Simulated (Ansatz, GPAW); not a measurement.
# tetragonal PbO monolayer in an electric field, part 2 of 2

Aim: the dipole that a field along the normal induces in tetragonal PbO monolayer.

GPAW 26.7.0 and Ansatz 0.2.0; Ansatz plane waves; layer without images along its normal, relaxation of atoms and in-plane cell (the session's first sound run).

So far. Step 2 (Relaxing the atoms): The relaxation lowered the energy of the cell by 3.46 eV.

### Step 3. The slab's potential

The work function is the vacuum plateau of the electrostatic potential less the Fermi level; a dipole layer lets the two faces have plateaus of their own.

This step: GPAW, PAW setups; slab in vacuum (GPAW 26.7.0).

The cell differs from the one that the last finished run ended in (c 26.628 → 16.390 Å).

The input, run.py:

```python
import json
import numpy as np
from ase import Atoms
from gpaw import GPAW, PW

slab = Atoms(
    ['Pb', 'O', 'O', 'Pb'],
    positions=[
        [2.02452, 0.00000, 7.00000],
        [-0.00000, -0.00000, 8.19499],
        [2.02452, 2.02452, 8.19499],
        [0.00000, 2.02452, 9.38998]],
    cell=[[4.04904, 0.0, 0.0], [0.0, 4.04904, -0.0], [0.0, -0.0, 16.39]],
    pbc=[True, True, False])

slab.calc = GPAW(mode=PW(500), xc='PBE', kpts={'size': (7, 7, 1), 'gamma': True},
                 occupations={'name': 'fermi-dirac', 'width': 0.05}, nbands='140%',
                 convergence={'density': 1e-05}, maxiter=200,
                 poissonsolver={'dipolelayer': 'xy'},
                 symmetry={'tolerance': 1e-3}, txt='slab.txt')
result = {}
energy = slab.get_potential_energy()
fermi = slab.calc.get_fermi_level()
v = slab.calc.get_electrostatic_potential().mean((0, 1)) - fermi
n = slab.calc.get_pseudo_density().mean((0, 1))
L = slab.cell[2, 2]
z = np.arange(len(v)) * L / len(v)
low, high = slab.positions[:, 2].min(), slab.positions[:, 2].max()
below, above = np.interp([low - 4.8, high + 4.8], z, v)
slopes = [np.interp(x, z, np.gradient(v, z)) for x in (low - 4.8, high + 4.8)]
eps = np.array([[slab.calc.get_eigenvalues(k, s) for k in range(len(slab.calc.get_ibz_k_points()))]
                for s in range(slab.calc.get_number_of_spins())]) - fermi
top, bottom = eps[eps < 0].max(), eps[eps > 0].min()
dipole = slab.get_dipole_moment()[2]
print(f'energy {energy:.4f} eV, Fermi level {fermi:.4f} eV, dipole {dipole:.5f} e A')
print(f'potential 4.8 A off the faces, from the Fermi level: lower {below:.4f} eV, upper {above:.4f} eV')
print(f'slope of the potential there: lower {slopes[0]:.5f}, upper {slopes[1]:.5f} eV/A')
print(f'nearest levels on the mesh: {top:.4f} and {bottom:.4f} eV')
print('magnetic moment', round(slab.get_magnetic_moment(), 3))
result.update(energy=energy, fermi=fermi, dipole=dipole, below=below, above=above, slopes=slopes, edges=[top, bottom],
              z=z.tolist(), v=v.tolist(), n=n.tolist(), positions=slab.positions.tolist(),
              forces=slab.get_forces(apply_constraint=False).tolist(), moments=slab.get_magnetic_moments().tolist())
json.dump(result, open('result.json', 'w'))
```

Launch:

```
> OMP_NUM_THREADS=1 OPENBLAS_NUM_THREADS=1 python run.py
```

Log:

```text
energy -21.5782 eV, Fermi level -0.3975 eV, dipole -0.00025 e A
potential 4.8 A off the faces, from the Fermi level: lower 3.2886 eV, upper 3.2917 eV
slope of the potential there: lower -0.00126, upper 0.00126 eV/A
nearest levels on the mesh: -1.2721 and 1.2267 eV
magnetic moment 0.0
```

Wall time 22 s (1 thread of AMD EPYC 9R14 (Zen 4), shared host); peak memory 0.24 GiB.

This step gave:

```
dipole along the normal                    : -2.53e-4 e·Å
levels nearest the Fermi level on the mesh : -1.272, 1.227 eV from the Fermi level
upper work function                        : 3.292 eV
lower work function                        : 3.289 eV
upper ionisation energy                    : 4.564 eV
```

Table of electrostatic potential energy of an electron (without an applied field's), less the Fermi level, planar mean by z:

```csv
z (Å),"electrostatic potential energy of an electron (without an applied field's), less the Fermi level, planar mean (eV)"
0,3.29
1,3.29
2,3.29
3,3.29
4,3.27
5,3.08
6,0.667
7,-12.7
8,-7.93
9,-7.76
10,-3.70
11,2.73
12,3.24
13,3.29
14,3.29
15,3.29
16,3.29
```

Table of pseudo valence density, planar mean by z:

```csv
z (Å),"pseudo valence density, planar mean (e/Å³)"
0.00,0
0.55,0
1.09,0
1.64,2.2e-6
2.19,7.3e-6
2.73,2.6e-5
3.28,9.9e-5
3.82,3.8e-4
4.55,0.00236
5.10,0.00939
5.65,0.0378
6.19,0.160
6.74,0.577
7.28,0.614
7.83,0.651
8.38,0.835
8.92,0.489
9.47,0.759
10.02,0.244
10.56,0.0609
11.11,0.0149
11.66,0.00373
12.38,6.0e-4
12.93,1.5e-4
13.48,4.0e-5
14.02,1.1e-5
14.57,3.1e-6
15.12,1.1e-6
15.66,0
16.21,0
```

Force by atom:

```csv
atom,x (eV/Å),y (eV/Å),z (eV/Å),size
Pb1,0.0000,0.0000,0.0577,0.0577
O2,0.0000,0.0000,0.0000,0.0000
O3,0.0000,0.0000,0.0000,0.0000
Pb4,0.0000,0.0000,-0.0577,0.0577
```

The layer is gapped, so the Fermi level lies somewhere inside the gap, set by smearing and numerics, and these work functions are no property of the material; the band edges below the vacuum level are. The potential is flat to 0.001 eV/Å where it is read, so the vacuum is wide enough. The geometry is the other program's minimum; here the largest force on a free atom is 0.058 eV/Å.

### Step 4. In a field

A uniform field along the normal polarises the slab; the atoms stay fixed, so this is the electronic response alone.

Changes to run.py since step 3:

```diff
@@ -4,2 +4,3 @@
 from gpaw import GPAW, PW
+from gpaw.external import ConstantElectricField
 
@@ -19,2 +20,3 @@
                  poissonsolver={'dipolelayer': 'xy'},
+                 external=ConstantElectricField(-0.2, [0, 0, 1]),
                  symmetry={'tolerance': 1e-3}, txt='slab.txt')
```

Log:

```text
energy -21.5870 eV, Fermi level -0.4473 eV, dipole -0.08772 e A
potential 4.8 A off the faces, from the Fermi level: lower 2.8584 eV, upper 3.8263 eV
slope of the potential there: lower -0.00136, upper 0.00132 eV/A
nearest levels on the mesh: -1.2279 and 1.1290 eV
magnetic moment 0.0
```

Wall time 44 s (1 thread); peak memory 0.32 GiB.

Numbers from this step:

```yaml
dipole_along_the_normal: -0.08772 e·Å
levels_nearest_the_fermi_level_on_the_mesh: -1.228, 1.129 eV from the Fermi level
potential_below_the_slab_the_applied_field_s_own_ramp_left_out: 2.858 eV from the Fermi level
potential_above_the_slab_the_applied_field_s_own_ramp_left_out: 3.826 eV from the Fermi level
```

Electrostatic potential energy of an electron (without an applied field's), less the Fermi level, planar mean against z:

```csv
z (Å),"electrostatic potential energy of an electron (without an applied field's), less the Fermi level, planar mean (eV)"
0,3.34
1,2.86
2,2.86
3,2.86
4,2.84
5,2.67
6,0.343
7,-12.9
8,-7.92
9,-7.57
10,-3.34
11,3.21
12,3.77
13,3.82
14,3.83
15,3.83
16,3.79
```

Force by atom:

```csv
atom,x (eV/Å),y (eV/Å),z (eV/Å),size
Pb1,0.000,0.000,-0.014,0.014
O2,0.000,0.000,0.070,0.070
O3,0.000,0.000,0.070,0.070
Pb4,0.000,0.000,-0.125,0.125
```

The dipole is now -0.0877 e Å, against -2.5e-4 in the run without a field.

### Step 5. Field on

Changes to run.py since step 4:

```diff
@@ -20,3 +20,3 @@
                  poissonsolver={'dipolelayer': 'xy'},
-                 external=ConstantElectricField(-0.2, [0, 0, 1]),
+                 external=ConstantElectricField(-0.1, [0, 0, 1]),
                  symmetry={'tolerance': 1e-3}, txt='slab.txt')
```

Log:

```text
energy -21.5804 eV, Fermi level -0.3776 eV, dipole -0.04383 e A
potential 4.8 A off the faces, from the Fermi level: lower 3.0290 eV, upper 3.5126 eV
slope of the potential there: lower -0.00130, upper 0.00126 eV/A
nearest levels on the mesh: -1.2933 and 1.1379 eV
magnetic moment 0.0
```

Elapsed: 45 s, on 1 thread; peak memory 0.32 GiB.

Numbers from this step:

```
dipole along the normal                                         : -0.04383 e·Å
levels nearest the Fermi level on the mesh                      : -1.293, 1.138 eV from the Fermi level
potential below the slab, the applied field's own ramp left out : 3.029 eV from the Fermi level
potential above the slab, the applied field's own ramp left out : 3.513 eV from the Fermi level
```

The electrostatic potential energy of an electron (without an applied field's), less the Fermi level, planar mean by z:

```csv
z (Å),"electrostatic potential energy of an electron (without an applied field's), less the Fermi level, planar mean (eV)"
0.0,3.27
0.5,3.03
1.0,3.03
1.5,3.03
2.0,3.03
2.5,3.03
3.0,3.03
3.5,3.02
4.0,3.01
4.5,2.97
5.0,2.83
5.5,2.31
6.0,0.462
6.5,-5.83
7.0,-12.8
7.5,-6.06
8.0,-7.97
8.5,-5.77
9.0,-7.71
9.5,-12.1
10.0,-3.56
10.5,1.48
11.0,2.93
11.5,3.34
12.0,3.46
12.5,3.50
13.0,3.51
13.5,3.51
14.0,3.51
14.5,3.51
15.0,3.51
15.5,3.51
16.0,3.50
```

Force by atom:

```csv
atom,x (eV/Å),y (eV/Å),z (eV/Å),size
Pb1,0.0000,0.0000,0.0213,0.0213
O2,0.0000,0.0000,0.0350,0.0350
O3,0.0000,0.0000,0.0350,0.0350
Pb4,0.0000,0.0000,-0.0908,0.0908
```

The dipole is now -0.0438 e Å, against -2.5e-4 in the run without a field.

### Step 6. In a field

Changes to run.py since step 5:

```diff
@@ -20,3 +20,3 @@
                  poissonsolver={'dipolelayer': 'xy'},
-                 external=ConstantElectricField(-0.1, [0, 0, 1]),
+                 external=ConstantElectricField(-0.05, [0, 0, 1]),
                  symmetry={'tolerance': 1e-3}, txt='slab.txt')
```

Log:

```text
energy -21.5787 eV, Fermi level -0.3424 eV, dipole -0.02191 e A
potential 4.8 A off the faces, from the Fermi level: lower 3.1144 eV, upper 3.3561 eV
slope of the potential there: lower -0.00127, upper 0.00126 eV/A
nearest levels on the mesh: -1.3275 and 1.1390 eV
magnetic moment 0.0
```

Wall time 43 s (1 thread); peak memory 0.31 GiB.

### Step 7. Field on

Changes to run.py since step 6:

```diff
@@ -20,3 +20,3 @@
                  poissonsolver={'dipolelayer': 'xy'},
-                 external=ConstantElectricField(-0.05, [0, 0, 1]),
+                 external=ConstantElectricField(0.05, [0, 0, 1]),
                  symmetry={'tolerance': 1e-3}, txt='slab.txt')
```

Log:

```text
energy -21.5787 eV, Fermi level -0.3425 eV, dipole 0.02191 e A
potential 4.8 A off the faces, from the Fermi level: lower 3.3561 eV, upper 3.1144 eV
slope of the potential there: lower -0.00126, upper 0.00127 eV/A
nearest levels on the mesh: -1.3275 and 1.1390 eV
magnetic moment 0.0
```

The job ended after 46 s (1 thread; peak memory 0.32 GiB).

### Step 8. Field on

Changes to run.py since step 7:

```diff
@@ -20,3 +20,3 @@
                  poissonsolver={'dipolelayer': 'xy'},
-                 external=ConstantElectricField(0.05, [0, 0, 1]),
+                 external=ConstantElectricField(0.1, [0, 0, 1]),
                  symmetry={'tolerance': 1e-3}, txt='slab.txt')
```

Log:

```text
energy -21.5804 eV, Fermi level -0.3776 eV, dipole 0.04383 e A
potential 4.8 A off the faces, from the Fermi level: lower 3.5126 eV, upper 3.0291 eV
slope of the potential there: lower -0.00126, upper 0.00130 eV/A
nearest levels on the mesh: -1.2934 and 1.1380 eV
magnetic moment 0.0
```

Run time: 45 s. Hardware: 1 thread; peak memory 0.31 GiB.

Electrostatic potential energy of an electron (without an applied field's), less the Fermi level, planar mean against z:

```csv
z (Å),"electrostatic potential energy of an electron (without an applied field's), less the Fermi level, planar mean (eV)"
0.0,3.27
0.5,3.51
1.0,3.51
1.5,3.51
2.0,3.51
2.5,3.51
3.0,3.51
3.5,3.51
4.0,3.49
4.5,3.45
5.0,3.29
5.5,2.74
6.0,0.834
6.5,-5.54
7.0,-12.6
7.5,-5.93
8.0,-7.93
8.5,-5.83
9.0,-7.86
9.5,-12.4
10.0,-3.88
10.5,1.09
11.0,2.49
11.5,2.88
12.0,2.99
12.5,3.02
13.0,3.03
13.5,3.03
14.0,3.03
14.5,3.03
15.0,3.03
15.5,3.03
16.0,3.05
```

The dipole is now 0.0438 e Å, against -2.5e-4 in the run without a field.

### Step 9. In a field

Changes to run.py since step 8:

```diff
@@ -20,3 +20,3 @@
                  poissonsolver={'dipolelayer': 'xy'},
-                 external=ConstantElectricField(0.1, [0, 0, 1]),
+                 external=ConstantElectricField(0.2, [0, 0, 1]),
                  symmetry={'tolerance': 1e-3}, txt='slab.txt')
```

Log:

```text
energy -21.5870 eV, Fermi level -0.4473 eV, dipole 0.08772 e A
potential 4.8 A off the faces, from the Fermi level: lower 3.8263 eV, upper 2.8583 eV
slope of the potential there: lower -0.00132, upper 0.00136 eV/A
nearest levels on the mesh: -1.2279 and 1.1290 eV
magnetic moment 0.0
```

Wall time 44 s (1 thread); peak memory 0.31 GiB.

The dipole is now 0.0877 e Å, against -2.5e-4 in the run without a field.

### Step 10. In a field

Changes to run.py since step 9:

```diff
@@ -20,3 +20,3 @@
                  poissonsolver={'dipolelayer': 'xy'},
-                 external=ConstantElectricField(0.2, [0, 0, 1]),
+                 external=ConstantElectricField(0.3, [0, 0, 1]),
                  symmetry={'tolerance': 1e-3}, txt='slab.txt')
```

Log:

```text
energy -21.5979 eV, Fermi level -0.5655 eV, dipole 0.13175 e A
potential 4.8 A off the faces, from the Fermi level: lower 4.1906 eV, upper 2.7369 eV
slope of the potential there: lower -0.00145, upper 0.00144 eV/A
nearest levels on the mesh: -1.1166 and 1.1589 eV
magnetic moment 0.0
```

The job ended after 49 s (1 thread; peak memory 0.32 GiB).

Electrostatic potential energy of an electron (without an applied field's), less the Fermi level, planar mean against z:

z (Å), electrostatic potential energy of an electron (without an applied field's), less the Fermi level, planar mean (eV) and a bar from the least value:
```
      0.0        3.5 #############################
      0.5        4.2 ##############################
      1.0        4.2 ##############################
      1.5        4.2 ##############################
      2.0        4.2 ##############################
      2.5        4.2 ##############################
      3.0        4.2 ##############################
      3.5        4.2 ##############################
      4.0        4.2 ##############################
      4.5        4.1 ##############################
      5.0        3.9 ##############################
      5.5        3.4 ############################
      6.0        1.4 #########################
      6.5       -5.1 #############
      7.0      -12.2 
      7.5       -5.6 ############
      8.0       -7.7 ########
      8.5       -5.7 ############
      9.0       -7.8 ########
      9.5      -12.4 
     10.0       -4.0 ###############
     10.5        0.9 ########################
     11.0        2.2 ##########################
     11.5        2.6 ###########################
     12.0        2.7 ###########################
     12.5        2.7 ###########################
     13.0        2.7 ###########################
     13.5        2.7 ###########################
     14.0        2.7 ###########################
     14.5        2.7 ###########################
     15.0        2.7 ###########################
     15.5        2.7 ###########################
     16.0        2.8 ###########################
```

The dipole is now 0.132 e Å, against -2.5e-4 in the run without a field.

### Step 11. The series

The members are put on one axis.

This step: induced dipole against applied field (GPAW 26.7.0).

Dipole along the normal against field:

```csv
field (V/Å),dipole along the normal (e·Å)
-0.200,-0.0877
-0.100,-0.0438
-0.050,-0.0219
0.000,-2.5e-4
0.050,0.0219
0.100,0.0438
0.200,0.0877
0.300,0.132
```

### Step 12. Results

```
work function, both faces (Fermi level placed in the gap by the smearing)        : 3.29 eV
ionisation energy from the upper face (highest filled level on the mesh)         : 4.56 eV
electron affinity from the upper face (lowest empty Kohn-Sham level on the mesh) : 2.07 eV
dipole along the normal                                                          : -2.5e-4 e Å
induced dipole per field                                                         : 0.439 e Å per V/Å
out-of-plane polarisability per area, α/(ε0 A)                                   : 4.84 Å
```

**Reading.** The field induces 0.439 e Å per V/Å, a polarisable thickness α/(ε0 A) of 4.84 Å beside 2.39 Å between the outermost nuclei. A perfect conductor would give the distance between its two image planes; a dielectric of thickness t gives t(1 - 1/ε). The levels nearest the Fermi level on the mesh lie 2.50 eV apart, so the slab is gapped there: the smearing puts the Fermi level inside the gap, and from either face the ionisation energy is the work function plus 1.3 eV. Both are Kohn-Sham levels on the mesh, and semilocal gaps are too small, so the affinity tends to come out too large and the ionisation energy too small. The induced dipole is linear in the field over this range. With elements this heavy, spin-orbit coupling can move band edges by tenths of an eV. The small printed dipole stands for a step of 2.8 meV from the lower to the upper face, and the probes find 3.1 meV; values this small are near the numerical noise of both. The layer's cell and atoms come from the relaxation; spin-orbit coupling and temperature are left out.

[Logs are printed without paths, hosts, clocks, repeated set-up lines and the standing remarks that a program may print on its own settings, such as how far it seeks lower states.]

[Hosts, paths, dates, database ids (printed as entryN), source tags and the programs' standing remarks are cut or masked in the printed files.]
